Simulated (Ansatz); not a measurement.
An input for Ansatz 0.2.0 (Na3MoO4Cl (P4/nmm)):

```yaml
crystal:
  lattice:
    - [7.4942, 0.0, 0.0]
    - [0.0, 7.4942, 0.0]
    - [0.0, 0.0, 5.3409]
  atoms:
    - { symbol: Na, position: [0.75, 0.75, 0.0] }
    - { symbol: Na, position: [0.75, 0.25, 0.0] }
    - { symbol: Na, position: [0.25, 0.25, 0.0] }
    - { symbol: Na, position: [0.25, 0.75, 0.0] }
    - { symbol: Na, position: [0.5, 0.0, 0.6389095619] }
    - { symbol: Na, position: [0.0, 0.5, 0.3610904381] }
    - { symbol: Mo, position: [0.0, 0.0, 0.5] }
    - { symbol: Mo, position: [0.5, 0.5, 0.5] }
    - { symbol: Cl, position: [0.5, 0.0, 0.155433647] }
    - { symbol: Cl, position: [0.0, 0.5, 0.844566353] }
    - { symbol: O, position: [0.810272275, 0.0, 0.7004856242] }
    - { symbol: O, position: [0.5, 0.310272275, 0.7004856242] }
    - { symbol: O, position: [0.189727725, 0.0, 0.7004856242] }
    - { symbol: O, position: [0.5, 0.689727725, 0.7004856242] }
    - { symbol: O, position: [0.310272275, 0.5, 0.2995143758] }
    - { symbol: O, position: [0.0, 0.189727725, 0.2995143758] }
    - { symbol: O, position: [0.689727725, 0.5, 0.2995143758] }
    - { symbol: O, position: [0.0, 0.810272275, 0.2995143758] }
kpoints:
  mp_grid: { grid: [4, 4, 4] }
hamiltonian:
  xc: pbe
  pseudopotentials: { kind: paw, azcp: { folder: soft_1 } }
scf:
  occupations: { method: fixed }
dielectric: {}
```

```sh
ansatz run input.yaml --threads 2 --pin off --max-ram 92160MiB --backend cuda --events-out ev --progress --plain --runs-dir out --devices 1 --max-vram 13GiB
```

Question: How long will it take on 1 × NVIDIA H100 80GB HBM3 (shared by 6 runs) with 2 threads of AMD EPYC 7R13 (Zen 3), shared host, and how much memory?

It took 33 s; on shared hardware allow 16 s to 65 s. Peak host memory was 3.0 GiB.

[Paths, hosts, dates, memory and timing lines, banners, echoed tables and standing remarks are left out of the program output.]

[Logs are printed without paths, hosts, clocks, repeated set-up lines and the standing remarks that a program may print on its own settings, such as how far it seeks lower states.]

[Runs of the session that timed out or met a known fault of the program may be left out.]

[Cells called generated may have been cut or substituted from an entry of the Crystallography Open Database or the Materials Project.]

[Hosts, paths, dates, database ids (printed as entryN), source tags and the programs' standing remarks are cut or masked in the printed files.]
